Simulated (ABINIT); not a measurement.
An input for ABINIT 10.8.3 (Be3N2 (R3m)):

```
acell 3*1.0 Angstrom
rprim 
  1.419805055509 0.819724830995 4.866215662800
  -1.419805055509 0.819724830995 4.866215662800
  -0.000000000000 -1.639449661990 4.866215662800
ntypat 2
znucl 4 7
natom 5
typat 1 1 1 2 2
xred 
  0.859001080000 0.859001080000 0.859001080000
  0.317694560000 0.317694560000 0.317694560000
  0.088806770000 0.088806770000 0.088806770000
  0.204162680000 0.204162680000 0.204162680000
  0.708434910000 0.708434910000 0.708434910000
pp_dirpath "pseudos"
pseudos "Be.upf, N.upf"
ecut 38
ngkpt 4 4 4
nshiftk 1
shiftk 0 0 0
kptopt 1
chksymbreak 0
istwfk *1
occopt 1
irdwfk 1
optdriver 3
nband 83
ecuteps 4.8
inclvkb 2
awtr 1
symchi 1
indata_prefix "in"
outdata_prefix "out"
tmpdata_prefix "tmp"
```

```sh
OMP_NUM_THREADS=1 mpirun -n 8 abinit run.abi > log
```

Question: How long will it take on 8 MPI ranks of Arm Neoverse V1, shared host, and how much memory?

It took 39 s; on shared hardware allow 20 s to 78 s. Peak host memory was 2.2 GiB.

[Paths, hosts, dates, memory and timing lines, banners, echoed tables and standing remarks are left out of the program output.]

[Logs are printed without paths, hosts, clocks, repeated set-up lines and the standing remarks that a program may print on its own settings, such as how far it seeks lower states.]

[Runs of the session that timed out or met a known fault of the program may be left out.]

[Hosts, paths, dates, database ids (printed as entryN), source tags and the programs' standing remarks are cut or masked in the printed files.]

[G0W0 gaps are taken among the corrected bands and points alone; a level outside them can change the order at an edge.]

[Where Ansatz stands beside ABINIT at settings called matched, ABINIT's density can come from a denser mesh and the files from another edition; pairs whose starting gaps differed by over 0.03 eV were left out, so agreement reads better than it is.]
